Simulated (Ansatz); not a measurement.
# A hypothetical structure for Ca3RuS4

This structure for Ca3RuS4 is made up. Its elements were placed in a known structure type with a cell scaled to their sizes. What cell does the guess relax to, and how far off was it?

Calculated with Ansatz 0.2.0; DFT, PBE, plane-wave PAW, files of the set soft_1, scalar-relativistic, no spin, cell and ions relaxed at zero pressure; PAW set soft_1, in the first sound run; inputs show where later runs differ.

**1. The starting structure**

It takes space group Pmmm (No. 47, orthorhombic). Conventional cell: a = 3.945 Å, b = 5.599 Å, c = 8.120 Å, α = 90.00°, β = 90.00°, γ = 90.00°. Nearest to Ru lie 6 S at 2.80 to 2.90 Å. Nearest to Ca lie 6 S at 2.80 to 2.84 Å. Nearest to Ca lie 6 S at 2.76 to 2.80 Å. Nearest to S lie 4 Ca at 2.76 to 2.80 Å and 2 Ru at 2.90 Å. Nearest to S lie 2 Ru at 2.80 Å and 4 Ca at 2.84 Å. Nearest to S lie 6 Ca at 2.80 to 2.82 Å. Farther neighbours and most contacts between anions are not listed.

**2. Relaxing cell and atoms**

The guess takes its coordinates from another compound and its volume from a rule, so the cell and any free coordinates are relaxed together.

Input file input.yaml:

```yaml
crystal:
  lattice:
    - [3.945, 0.0, 0.0]
    - [0.0, 5.599, 0.0]
    - [0.0, 0.0, 8.12]
  atoms:
    - { symbol: Ru, position: [0.0, 0.5, 0.0] }
    - { symbol: Ca, position: [0.5, 0.0, 0.7488] }
    - { symbol: Ca, position: [0.0, 0.5, 0.5] }
    - { symbol: Ca, position: [0.5, 0.0, 0.2512] }
    - { symbol: S, position: [0.5, 0.5, 0.2617] }
    - { symbol: S, position: [0.0, 0.0, 0.0] }
    - { symbol: S, position: [0.5, 0.5, 0.7383] }
    - { symbol: S, position: [0.0, 0.0, 0.5] }
kpoints:
  mp_grid: { grid: [7, 5, 4] }
scf:
  occupations: { method: fermi_dirac, width: 0.05 }
hamiltonian:
  xc: pbe
  pseudopotentials: { kind: paw, azcp: { folder: soft_1 } }
relax:
  f_tol: 0.015
  max_steps: 70
  cell: {}
output:
  forces: true
  stress: true
```

On the command line:

```console
ansatz run input.yaml --threads 4 --pin off --max-ram 10240MiB --backend cpu --events-out ev --progress --plain --runs-dir out
```

Numbers of over 12 decimals in the logs are rounded to 6 here.

The program printed:

```text
Engine: ansatz 0.2.0, x86_64-unknown-linux-gnu
Pseudopotentials: kind: paw
Pseudopotential: Ru, paw, valence charge 16, recommended cutoff 420 eV (normal), soft_1/Ru.paw.azcp
Pseudopotential: Ca, paw, valence charge 10, recommended cutoff 420 eV (normal), soft_1/Ca.paw.azcp
Pseudopotential: S, paw, valence charge 6, recommended cutoff 420 eV (normal), soft_1/S.paw.azcp
Functional definition: PBE
  parameter kappa = 0.804
  parameter beta = 0.066725
  exchange = pbe_x(kappa = kappa, mu = beta*pi^2/3)
  correlation = pbe_c(beta = beta)
Crystal: 8 atoms, lattice volume = 179.355 Å³
Basis set: ecut = 420 eV, 3517 PW (Γ), exchange–correlation on 54×80×120 points (8 copies of the dense FFT grid, shifted against one another)
Bands: 43, of which v1, the nominal top of the filled ones, is band 35 counted from 1 (34 counted from 0)
Symmetry: 8 space group operations
Space group: Pmmm (ITA 47), of the structure as read, at distance tolerance 5.6e-5 Å
k-points: 36 of 140
Non-local potential: Ru, projectors of the file, l = 0: 3, l = 1: 2, l = 2: 2, l = 3: 1
Non-local potential: Ca, projectors of the file, l = 0: 3, l = 1: 2, l = 2: 2
Non-local potential: S, projectors of the file, l = 0: 2, l = 1: 2, l = 2: 1
PAW form: soft (Blöchl's): semilocal exchange-correlation on the pseudo side does not see the compensation charge
PAW one-centre angular grid: Ru, 590 points (default); XC on 64 Gauss nodes
PAW one-centre angular grid: Ca, 110 points (default); XC on 64 Gauss nodes
PAW one-centre angular grid: S, 110 points (default); XC on 64 Gauss nodes
Initial density: superposition of atomic densities (chi_scale 0.1, normalization cell, long waves kept (reshape's long-wave potential 0.20 eV rms))
Initial wavefunctions: pseudopotential atomic-orbital guess
Functional: x = pbe(κ = 0.804, μ = 0.219515), c = pbe(β = 0.066725)
SCF iter   1: F=—  HF=-14968.497541 eV  |F-HF|=—  |Δ(HF+E_count)|=         —  Δρ=2.25e-1  dr2=3.74e2  ethr=3.10e-3  ⟨swp⟩=15.3  Hψ=10191  notcnv=0
preconditioner: auto → Kerker (q_TF=auto, 2.332 Å⁻¹)  [metal: Δε(μ)=0.009 eV  Ē_g=6.886 eV  σ=0.050 eV  W_gap=0.05  n_scr=40 (ndim 8)  ℏωp=17.1 eV  f_vac=0.000  D(μ)=7.48/eV (n_scr^D=60)]
SCF iter   2: F=—  HF=-14963.855325 eV  |F-HF|=—  |Δ(HF+E_count)|=    4.64e0  Δρ=1.89e-1  dr2=1.09e2  ethr=3.10e-3  ⟨swp⟩=10.9  Hψ=10178  notcnv=0  defer=8
SCF iter   3: F=—  HF=-14948.952840 eV  |F-HF|=—  |Δ(HF+E_count)|=    1.49e1  Δρ=5.57e-2  dr2=6.86e0  ethr=3.10e-3  ⟨swp⟩=4.8  Hψ=3820  notcnv=0  defer=55
SCF iter   4: F=—  HF=-14948.025074 eV  |F-HF|=—  |Δ(HF+E_count)|=   9.28e-1  Δρ=1.90e-2  dr2=1.18e0  ethr=3.10e-3  ⟨swp⟩=3.6  Hψ=3537  notcnv=0  defer=56
SCF iter   5: F=—  HF=-14947.912080 eV  |F-HF|=—  |Δ(HF+E_count)|=   1.13e-1  Δρ=8.25e-3  dr2=4.05e-1  ethr=1.69e-3  ⟨swp⟩=3.7  Hψ=2349  notcnv=0  defer=56
SCF iter   6: F=—  HF=-14947.877619 eV  |F-HF|=—  |Δ(HF+E_count)|=   3.45e-2  Δρ=5.09e-3  dr2=2.13e-1  ethr=5.78e-4  ⟨swp⟩=3.4  Hψ=1789  notcnv=0  defer=56
SCF iter   7: F=—  HF=-14947.854848 eV  |F-HF|=—  |Δ(HF+E_count)|=   2.28e-2  Δρ=3.96e-3  dr2=1.02e-1  ethr=3.05e-4  ⟨swp⟩=3.5  Hψ=1802  notcnv=0  defer=56
SCF iter   8: F=—  HF=-14947.843243 eV  |F-HF|=—  |Δ(HF+E_count)|=   1.16e-2  Δρ=3.02e-3  dr2=4.46e-2  ethr=1.46e-4  ⟨swp⟩=2.8  Hψ=1925  notcnv=0  defer=55
SCF iter   9: F=—  HF=-14947.837349 eV  |F-HF|=—  |Δ(HF+E_count)|=   5.89e-3  Δρ=1.49e-3  dr2=1.70e-2  ethr=6.38e-5  ⟨swp⟩=2.5  Hψ=1681  notcnv=0  defer=55
SCF iter  10: F=—  HF=-14947.834604 eV  |F-HF|=—  |Δ(HF+E_count)|=   2.74e-3  Δρ=3.40e-4  dr2=2.83e-4  ethr=2.43e-5  ⟨swp⟩=3.3  Hψ=2258  notcnv=0  defer=56
SCF iter  11: F=—  HF=-14947.834708 eV  |F-HF|=—  |Δ(HF+E_count)|=   1.05e-4  Δρ=7.78e-5  dr2=2.98e-5  ethr=4.04e-7  ⟨swp⟩=2.0  Hψ=2144  notcnv=0  defer=56
SCF iter  12: F=—  HF=-14947.834808 eV  |F-HF|=—  |Δ(HF+E_count)|=   9.93e-5  Δρ=2.73e-5  dr2=5.10e-6  ethr=4.25e-8  ⟨swp⟩=2.0  Hψ=2093  notcnv=0  defer=57
SCF iter  13: F=—  HF=-14947.834807 eV  |F-HF|=—  |Δ(HF+E_count)|=   4.55e-7  Δρ=1.12e-5  dr2=8.25e-7  ethr=7.28e-9  ⟨swp⟩=2.0  Hψ=1945  notcnv=0  defer=57
SCF iter  14: F=-14947.834807 eV  HF=-14947.834807 eV  |F-HF|=3.41e-8  |Δ(HF+E_count)|=   3.44e-8  Δρ=5.15e-6  dr2=8.66e-8  ethr=1.43e-10  ⟨swp⟩=4.0  Hψ=6404  notcnv=0
SCF 1 converged in 14 iterations: F = -14947.834807 eV  dr2 = 8.66e-8
  greatest PAW one-centre occupation: 0.999 electrons in one spin orbital (limit 2), on the Ru atom at site 0 (counted from 0), in its partial waves of l = 0
relax step   1: F+E_penalty+E_count = -14947.83480725 eV  Δ(F+E_penalty+E_count) = +0.000e0 eV  max|allowed force component| = 2.023e0 eV/Å  Δτ_max = 0.0000 Å  P = -4.373 GPa  Ω = 179.355 Å³  (14 SCF iters, dr2 threshold 1.00e-7 eV, accepted)
Crystal: 8 atoms, lattice volume = 171.481 Å³
Basis set: ecut = 420 eV, 3373 PW (Γ), exchange–correlation on 54×80×120 points (8 copies of the dense FFT grid, shifted against one another)
Initial density: handed on by an earlier stage of this run
Initial wavefunctions: those handed on with the density
iter 1 solved again at ethr=1.78e-4 eV; its pass at ethr=3.10e-3 eV (dr2=1.25e-1 eV) is discarded
SCF iter   1: F=—  HF=-14948.792490 eV  |F-HF|=—  |Δ(HF+E_count)|=         —  Δρ=7.83e-3  dr2=1.30e-1  ethr=1.78e-4  ⟨swp⟩=2.9  Hψ=9000  notcnv=0
preconditioner: auto → Kerker (q_TF=auto, 2.350 Å⁻¹)  [metal: Δε(μ)=0.008 eV  Ē_g=7.503 eV  σ=0.050 eV  W_gap=0.04  n_scr=38 (ndim 8)  ℏωp=17.5 eV  f_vac=0.000  D(μ)=5.22/eV (n_scr^D=38)]
SCF iter   2: F=—  HF=-14948.777443 eV  |F-HF|=—  |Δ(HF+E_count)|=   1.50e-2  Δρ=4.15e-3  dr2=4.53e-2  ethr=1.78e-4  ⟨swp⟩=2.4  Hψ=1863  notcnv=0
SCF iter   3: F=—  HF=-14948.770208 eV  |F-HF|=—  |Δ(HF+E_count)|=   7.24e-3  Δρ=2.02e-3  dr2=9.19e-3  ethr=6.47e-5  ⟨swp⟩=3.7  Hψ=2680  notcnv=0  defer=1
SCF iter   4: F=—  HF=-14948.768712 eV  |F-HF|=—  |Δ(HF+E_count)|=   1.50e-3  Δρ=1.00e-3  dr2=2.98e-3  ethr=1.31e-5  ⟨swp⟩=1.1  Hψ=1622  notcnv=0  defer=1
SCF iter   5: F=—  HF=-14948.768008 eV  |F-HF|=—  |Δ(HF+E_count)|=   7.04e-4  Δρ=3.17e-4  dr2=6.14e-4  ethr=4.26e-6  ⟨swp⟩=2.2  Hψ=2471  notcnv=0  defer=1
SCF iter   6: F=—  HF=-14948.767933 eV  |F-HF|=—  |Δ(HF+E_count)|=   7.49e-5  Δρ=1.06e-4  dr2=4.13e-5  ethr=8.76e-7  ⟨swp⟩=2.0  Hψ=2004  notcnv=0  defer=1
SCF iter   7: F=—  HF=-14948.767934 eV  |F-HF|=—  |Δ(HF+E_count)|=   7.76e-7  Δρ=3.91e-5  dr2=4.16e-6  ethr=5.90e-8  ⟨swp⟩=2.0  Hψ=2097  notcnv=0  defer=3
SCF iter   8: F=—  HF=-14948.767934 eV  |F-HF|=—  |Δ(HF+E_count)|=   4.71e-7  Δρ=1.62e-5  dr2=1.08e-6  ethr=1.14e-9  ⟨swp⟩=5.0  Hψ=5593  notcnv=0
SCF iter   9: F=-14948.767934 eV  HF=-14948.767934 eV  |F-HF|=1.79e-7  |Δ(HF+E_count)|=   7.52e-8  Δρ=5.43e-6  dr2=2.45e-7  ethr=1.14e-9  ⟨swp⟩=4.0  Hψ=4889  notcnv=0
SCF 2 converged in 9 iterations: F = -14948.767934 eV  dr2 = 2.45e-7
relax step   2: F+E_penalty+E_count = -14948.76793379 eV  Δ(F+E_penalty+E_count) = -9.331e-1 eV  max|allowed force component| = 1.397e0 eV/Å  Δτ_max = 0.1951 Å  P = -3.034 GPa  Ω = 171.481 Å³  energy of the carried Pulay correction = +6.158e-4 eV  (9 SCF iters, dr2 threshold 8.00e-7 eV, accepted)
Crystal: 8 atoms, lattice volume = 163.635 Å³
Basis set: ecut = 420 eV, 3211 PW (Γ), exchange–correlation on 54×80×120 points (8 copies of the dense FFT grid, shifted against one another)
iter 1 solved again at ethr=2.12e-4 eV; its pass at ethr=3.10e-3 eV (dr2=1.48e-1 eV) is discarded
SCF iter   1: F=—  HF=-14949.290125 eV  |F-HF|=—  |Δ(HF+E_count)|=         —  Δρ=9.36e-3  dr2=1.56e-1  ethr=2.12e-4  ⟨swp⟩=2.5  Hψ=8961  notcnv=0
preconditioner: auto → Kerker (q_TF=auto, 2.368 Å⁻¹)  [metal: Δε(μ)=0.025 eV  Ē_g=7.682 eV  σ=0.050 eV  W_gap=0.13  n_scr=38 (ndim 8)  ℏωp=17.9 eV  f_vac=0.000  D(μ)=4.36/eV (n_scr^D=32)]
SCF iter   2: F=—  HF=-14949.272277 eV  |F-HF|=—  |Δ(HF+E_count)|=   1.78e-2  Δρ=4.97e-3  dr2=4.79e-2  ethr=2.12e-4  ⟨swp⟩=2.2  Hψ=1837  notcnv=0
SCF iter   3: F=—  HF=-14949.264573 eV  |F-HF|=—  |Δ(HF+E_count)|=   7.70e-3  Δρ=1.09e-3  dr2=4.67e-3  ethr=6.84e-5  ⟨swp⟩=2.7  Hψ=2233  notcnv=0
SCF iter   4: F=—  HF=-14949.263703 eV  |F-HF|=—  |Δ(HF+E_count)|=   8.70e-4  Δρ=8.19e-4  dr2=1.40e-3  ethr=6.67e-6  ⟨swp⟩=2.2  Hψ=2537  notcnv=0  defer=1
SCF iter   5: F=—  HF=-14949.263384 eV  |F-HF|=—  |Δ(HF+E_count)|=   3.18e-4  Δρ=3.56e-4  dr2=3.74e-4  ethr=2.00e-6  ⟨swp⟩=2.4  Hψ=2688  notcnv=0  defer=1
SCF iter   6: F=—  HF=-14949.263308 eV  |F-HF|=—  |Δ(HF+E_count)|=   7.64e-5  Δρ=8.53e-5  dr2=2.55e-5  ethr=5.34e-7  ⟨swp⟩=2.0  Hψ=2053  notcnv=0  defer=1
SCF iter   7: F=—  HF=-14949.263306 eV  |F-HF|=—  |Δ(HF+E_count)|=   1.88e-6  Δρ=2.38e-5  dr2=2.03e-6  ethr=3.64e-8  ⟨swp⟩=2.0  Hψ=2163  notcnv=0  defer=1
SCF iter   8: F=-14949.263307 eV  HF=-14949.263307 eV  |F-HF|=8.75e-8  |Δ(HF+E_count)|=   4.95e-7  Δρ=7.31e-6  dr2=2.35e-7  ethr=1.14e-9  ⟨swp⟩=5.0  Hψ=5555  notcnv=0
SCF 3 converged in 8 iterations: F = -14949.263307 eV  dr2 = 2.35e-7
relax step   3: F+E_penalty+E_count = -14949.26330654 eV  Δ(F+E_penalty+E_count) = -4.954e-1 eV  max|allowed force component| = 3.820e-1 eV/Å  Δτ_max = 0.1958 Å  P = +0.109 GPa  Ω = 163.635 Å³  energy of the carried Pulay correction = +1.258e-3 eV  (8 SCF iters, dr2 threshold 8.00e-7 eV, accepted)
Crystal: 8 atoms, lattice volume = 164.825 Å³
Basis set: ecut = 420 eV, 3239 PW (Γ), exchange–correlation on 54×80×120 points (8 copies of the dense FFT grid, shifted against one another)
iter 1 solved again at ethr=2.67e-5 eV; its pass at ethr=3.10e-3 eV (dr2=1.87e-2 eV) is discarded
SCF iter   1: F=—  HF=-14949.284560 eV  |F-HF|=—  |Δ(HF+E_count)|=         —  Δρ=3.79e-3  dr2=1.88e-2  ethr=2.67e-5  ⟨swp⟩=2.5  Hψ=8938  notcnv=0
preconditioner: auto → Kerker (q_TF=auto, 2.365 Å⁻¹)  [metal: Δε(μ)=0.016 eV  Ē_g=7.685 eV  σ=0.050 eV  W_gap=0.08  n_scr=38 (ndim 8)  ℏωp=17.8 eV  f_vac=0.000  D(μ)=4.28/eV (n_scr^D=32)]
SCF iter   2: F=—  HF=-14949.283161 eV  |F-HF|=—  |Δ(HF+E_count)|=   1.40e-3  Δρ=1.94e-3  dr2=5.62e-3  ethr=2.67e-5  ⟨swp⟩=1.0  Hψ=1548  notcnv=0
SCF iter   3: F=—  HF=-14949.282912 eV  |F-HF|=—  |Δ(HF+E_count)|=   2.50e-4  Δρ=5.34e-4  dr2=7.66e-4  ethr=8.03e-6  ⟨swp⟩=1.1  Hψ=1553  notcnv=0
SCF iter   4: F=—  HF=-14949.282914 eV  |F-HF|=—  |Δ(HF+E_count)|=   2.43e-6  Δρ=1.72e-4  dr2=8.46e-5  ethr=1.09e-6  ⟨swp⟩=2.2  Hψ=2255  notcnv=0
SCF iter   5: F=—  HF=-14949.282909 eV  |F-HF|=—  |Δ(HF+E_count)|=   4.94e-6  Δρ=4.46e-5  dr2=9.91e-6  ethr=1.21e-7  ⟨swp⟩=2.4  Hψ=2286  notcnv=0
SCF iter   6: F=—  HF=-14949.282908 eV  |F-HF|=—  |Δ(HF+E_count)|=   1.23e-6  Δρ=1.77e-5  dr2=1.33e-6  ethr=1.42e-8  ⟨swp⟩=2.5  Hψ=2268  notcnv=0
SCF iter   7: F=-14949.282908 eV  HF=-14949.282908 eV  |F-HF|=8.93e-8  |Δ(HF+E_count)|=   1.28e-7  Δρ=6.00e-6  dr2=1.83e-7  ethr=1.14e-9  ⟨swp⟩=4.9  Hψ=5079  notcnv=0
SCF 4 converged in 7 iterations: F = -14949.282908 eV  dr2 = 1.83e-7
relax step   4: F+E_penalty+E_count = -14949.28290759 eV  Δ(F+E_penalty+E_count) = -1.960e-2 eV  max|allowed force component| = 2.051e-1 eV/Å  Δτ_max = 0.0776 Å  P = -0.185 GPa  Ω = 164.825 Å³  energy of the carried Pulay correction = +1.158e-3 eV  (7 SCF iters, dr2 threshold 8.00e-7 eV, accepted)
Crystal: 8 atoms, lattice volume = 164.198 Å³
Basis set: ecut = 420 eV, 3227 PW (Γ), exchange–correlation on 54×80×120 points (8 copies of the dense FFT grid, shifted against one another)
iter 1 solved again at ethr=5.08e-6 eV; its pass at ethr=3.10e-3 eV (dr2=3.55e-3 eV) is discarded
SCF iter   1: F=—  HF=-14949.291781 eV  |F-HF|=—  |Δ(HF+E_count)|=         —  Δρ=1.44e-3  dr2=3.24e-3  ethr=5.08e-6  ⟨swp⟩=2.1  Hψ=9190  notcnv=0
preconditioner: auto → Kerker (q_TF=auto, 2.367 Å⁻¹)  [metal: Δε(μ)=0.004 eV  Ē_g=7.669 eV  σ=0.050 eV  W_gap=0.02  n_scr=38 (ndim 8)  ℏωp=17.9 eV  f_vac=0.000  D(μ)=4.21/eV (n_scr^D=32)]
SCF iter   2: F=—  HF=-14949.291499 eV  |F-HF|=—  |Δ(HF+E_count)|=   2.81e-4  Δρ=7.13e-4  dr2=9.43e-4  ethr=4.63e-6  ⟨swp⟩=1.0  Hψ=1548  notcnv=0
SCF iter   3: F=—  HF=-14949.291432 eV  |F-HF|=—  |Δ(HF+E_count)|=   6.67e-5  Δρ=2.02e-4  dr2=1.23e-4  ethr=1.35e-6  ⟨swp⟩=1.1  Hψ=1550  notcnv=0
SCF iter   4: F=—  HF=-14949.291469 eV  |F-HF|=—  |Δ(HF+E_count)|=   3.70e-5  Δρ=6.83e-5  dr2=1.28e-5  ethr=1.75e-7  ⟨swp⟩=2.4  Hψ=2329  notcnv=0
SCF iter   5: F=—  HF=-14949.291469 eV  |F-HF|=—  |Δ(HF+E_count)|=   4.80e-7  Δρ=1.91e-5  dr2=1.76e-6  ethr=1.83e-8  ⟨swp⟩=2.6  Hψ=2502  notcnv=0
SCF iter   6: F=-14949.291469 eV  HF=-14949.291469 eV  |F-HF|=9.11e-8  |Δ(HF+E_count)|=   1.99e-7  Δρ=7.06e-6  dr2=2.08e-7  ethr=1.14e-9  ⟨swp⟩=4.8  Hψ=5005  notcnv=0
SCF 5 converged in 6 iterations: F = -14949.291469 eV  dr2 = 2.08e-7
relax step   5: F+E_penalty+E_count = -14949.29146866 eV  Δ(F+E_penalty+E_count) = -8.561e-3 eV  max|allowed force component| = 8.386e-3 eV/Å  Δτ_max = 0.0265 Å  P = -0.002 GPa  Ω = 164.198 Å³  energy of the carried Pulay correction = +1.211e-3 eV  (6 SCF iters, dr2 threshold 8.00e-7 eV, accepted)
Basis set: ecut = 420 eV, 3227 PW (Γ), exchange–correlation on 54×80×108 points (8 copies of the dense FFT grid, shifted against one another)
Initial wavefunctions: pseudopotential atomic-orbital guess (no wavefunctions were taken with the density)
iter 1 solved again at ethr=3.19e-6 eV; its pass at ethr=3.10e-3 eV (dr2=2.23e-3 eV) is discarded
SCF iter   1: F=—  HF=-14949.289920 eV  |F-HF|=—  |Δ(HF+E_count)|=         —  Δρ=8.24e-5  dr2=1.80e-6  ethr=3.19e-6  ⟨swp⟩=3.1  Hψ=12452  notcnv=0
eigensolver tolerance schedule: the retry pair's looser diagonalisation over-reported the residual by 1237.51 of it (diagonalisation noise at an unbounded share of the residual, at the tolerance the schedule requests for it); recorded, not acted on — ethr = c·dr2/N_el stays at c = 1.0e-1
preconditioner: auto → Kerker (q_TF=auto, 2.367 Å⁻¹)  [metal: Δε(μ)=0.004 eV  Ē_g=7.679 eV  σ=0.050 eV  W_gap=0.02  n_scr=38 (ndim 8)  ℏωp=17.9 eV  f_vac=0.000  D(μ)=4.27/eV (n_scr^D=32)]
SCF iter   2: F=—  HF=-14949.290015 eV  |F-HF|=—  |Δ(HF+E_count)|=   9.45e-5  Δρ=4.18e-5  dr2=5.17e-7  ethr=2.58e-9  ⟨swp⟩=2.7  Hψ=2897  notcnv=0
SCF iter   3: F=—  HF=-14949.290016 eV  |F-HF|=—  |Δ(HF+E_count)|=   1.32e-6  Δρ=6.27e-6  dr2=7.93e-8  ethr=7.39e-10  ⟨swp⟩=2.0  Hψ=2818  notcnv=0
SCF iter   4: F=—  HF=-14949.290016 eV  |F-HF|=—  |Δ(HF+E_count)|=   1.72e-8  Δρ=1.92e-6  dr2=2.97e-8  ethr=1.13e-10  ⟨swp⟩=1.4  Hψ=1563  notcnv=0
SCF iter   5: F=—  HF=-14949.290016 eV  |F-HF|=—  |Δ(HF+E_count)|=   6.74e-9  Δρ=1.12e-6  dr2=5.44e-9  ethr=4.24e-11  ⟨swp⟩=2.0  Hψ=1815  notcnv=0
SCF iter   6: F=—  HF=-14949.290016 eV  |F-HF|=—  |Δ(HF+E_count)|=  8.88e-10  Δρ=8.29e-7  dr2=6.04e-10  ethr=7.77e-12  ⟨swp⟩=2.1  Hψ=2128  notcnv=0
SCF iter   7: F=—  HF=-14949.290016 eV  |F-HF|=—  |Δ(HF+E_count)|=  9.46e-11  Δρ=1.88e-7  dr2=1.02e-10  ethr=1.00e-12  ⟨swp⟩=2.3  Hψ=2292  notcnv=0
SCF iter   8: F=-14949.290016 eV  HF=-14949.290016 eV  |F-HF|=3.64e-12  |Δ(HF+E_count)|=  5.46e-12  Δρ=4.46e-8  dr2=9.79e-12  ethr=1.00e-12  ⟨swp⟩=5.0  Hψ=5099  notcnv=0
SCF 6 converged in 8 iterations: F = -14949.290016 eV  dr2 = 9.79e-12
relax step   6: F+E_penalty+E_count = -14949.29001619 eV  Δ(F+E_penalty+E_count) = +1.452e-3 eV  max|allowed force component| = 7.735e-3 eV/Å  Δτ_max = 0.0000 Å  P = +0.001 GPa  Ω = 164.198 Å³  stress off target by 3.63e-2 GPa  SCF on the basis re-selected at this cell (its energy is not comparable with the rows above)  (8 SCF iters)
basis re-selected at this cell: Δ(F+E_penalty+E_count) = +1.452e-3 eV, ΔP = +0.003 GPa vs the last step (what re-selecting the basis moved, of the pressure what is left beyond the Pulay correction that the steps carried, after the strain that the cell walked since its last selection, with what the two solves' SCF thresholds leave and, on support functions, any second-order correction that the steps lacked; it is no measure of the basis error at this ecutwfc). The dense FFT grid was sized anew with the basis: this SCF ran on 27×40×54 points, the steps before it on 27×40×60, so part of this shift can come from that change (see relax.cell in the input reference). [rest of the remark cut]
SCF converged after 8 iterations
Free energy (F): -14949.290016 eV
Harris-Foulkes:  -14949.290016 eV  (|F-HF|=3.64e-12)
Internal energy: -14949.255648 eV  (E = F + TS)
E sigma→0 (E₀):  -14949.272832 eV
Entropy (-TS):   -0.034368 eV (-4.296 meV/atom)
Fermi energy:    9.045793 eV
--- Per-component energies (eV) ---
  E_band       = -576.863572
  E_kinetic    = 1652.708985
  E_local      = -4854.782447  (includes V_loc(G=0)·N_el)
  E_nonlocal   = 824.115200
  E_hartree    = 1686.251304
  E_xc         = -913.378475
  E_vxc        = -1027.443894  (∫ρ·V_xc dr)
  E_paw        = -8533.379698  (= ΣΔE_a)
  E_vpaw       = -543.964686  (= ΣTr[D̂ρ^β])
  E_aug_tail   = 0.000651  (compensation charges beyond the density's cutoff)
  E_ewald      = -4810.791168
  E_smearing   = -0.034368  (= −TS)
  E_closure    = -0.000000  (closes the sum)
  Σ components = -14949.290016   (vs F -14949.290016, Δ=0.00e0)
--- Forces (eV/Å), atoms counted from 1 ---
  atom   1  Ru    -0.00000000     0.00000000     0.00000000
  atom   2  Ca     0.00000000     0.00000000     0.00640152
  atom   3  Ca     0.00000000    -0.00000000     0.00000000
  atom   4  Ca     0.00000000    -0.00000000    -0.00640152
  atom   5  S      0.00000000    -0.00000000    -0.00773499
  atom   6  S      0.00000000     0.00000000     0.00000000
  atom   7  S      0.00000000     0.00000000     0.00773499
  atom   8  S     -0.00000000    -0.00000000     0.00000000
  max |Σ_I F_I| component: 6.31e-30 eV/Å
--- Stress (GPa, compression-positive) ---
        0.025728       0.000000      -0.000000
       -0.000000       0.014330      -0.000000
       -0.000000      -0.000000      -0.036307
  P = ⅓ Tr σ = 0.0013 GPa (0.013 kbar)
--- Relaxed structure (5 steps of the walk, 5 accepted, 1 SCFs on fresh bases) ---
  F+E_penalty+E_count = -14949.29001619 eV   max|allowed force component| = 7.735e-3 eV/Å   (the final SCF, on the basis selected at the relaxed cell)
  cell:  # Å, volume = 164.1978 Å³
    - [3.895487, 0, 0]
    - [0, 5.536525, 0]
    - [0, 0, 7.613216]
  atoms:
    - { symbol: Ru, position: [0, 0.5, -3.738628180984499e-19] }
    - { symbol: Ca, position: [0.500000, 0, 0.759931] }
    - { symbol: Ca, position: [0, 0.5, 0.5] }
    - { symbol: Ca, position: [0.500000, 0, 0.240069] }
    - { symbol: S, position: [0.500000, 0.5, 0.207272] }
    - { symbol: S, position: [0, 0, -3.738628180984499e-19] }
    - { symbol: S, position: [0.500000, 0.5, 0.792728] }
    - { symbol: S, position: [0, 0, 0.5] }
```

The job ended after 22 s (4 threads of Intel Xeon Platinum 8375C at 2.90GHz (Ice Lake), shared host; peak memory 0.75 GiB).

Step by step:

| step | energy less that of the first step (eV) | largest force component (eV/Å) | pressure (GPa) | volume (Å³) |
| --- | --- | --- | --- | --- |
| 1 | 0.0000 | 2.0234 | -4.37 | 179.36 |
| 2 | -0.9331 | 1.3972 | -3.03 | 171.48 |
| 3 | -1.4285 | 0.3820 | 0.11 | 163.64 |
| 4 | -1.4481 | 0.2051 | -0.18 | 164.83 |
| 5 | -1.4567 | 0.0084 | 0.00 | 164.20 |
| 6* | -1.4552 | 0.0077 | 0.00 | 164.20 |

Relaxation steps marked * repeat the geometry before them on a plane-wave basis chosen anew for their cell, so energy and pressure can jump there.

Forces are held to the 8 operations that the run works with; a distortion that breaks them can't arise in this run.

| conventional cell, symmetrised | before | after | change |
| --- | --- | --- | --- |
| a (Å) | 3.945 | 3.895 | -1.3 % |
| b (Å) | 5.599 | 5.537 | -1.1 % |
| c (Å) | 8.120 | 7.613 | -6.2 % |
| volume (Å³/atom) | 22.42 | 20.52 | -8.5 % |

The atoms that moved most (Å, as changes of fractional coordinates times the final cell):

| atom | dx | dy | dz | length |
| --- | --- | --- | --- | --- |
| S5 | 0.000 | 0.000 | -0.414 | 0.414 |
| S7 | 0.000 | 0.000 | 0.414 | 0.414 |
| Ca2 | 0.000 | 0.000 | 0.085 | 0.085 |
| Ca4 | 0.000 | 0.000 | -0.085 | 0.085 |

This step gave:

```
free energy             : -14949.2900 eV
energy at zero smearing : -14949.2728 eV
smearing term TS        : 0.03437 eV
Fermi energy            : 9.046 eV
electrons               : 70
symmetry operations     : 8
pressure                : 0.001250 GPa
```

(Continued in part 2 of 2.)

[Logs are printed without paths, hosts, clocks, repeated set-up lines and the standing remarks that a program may print on its own settings, such as how far it seeks lower states.]

[Hosts, paths, dates, database ids (printed as entryN), source tags and the programs' standing remarks are cut or masked in the printed files.]
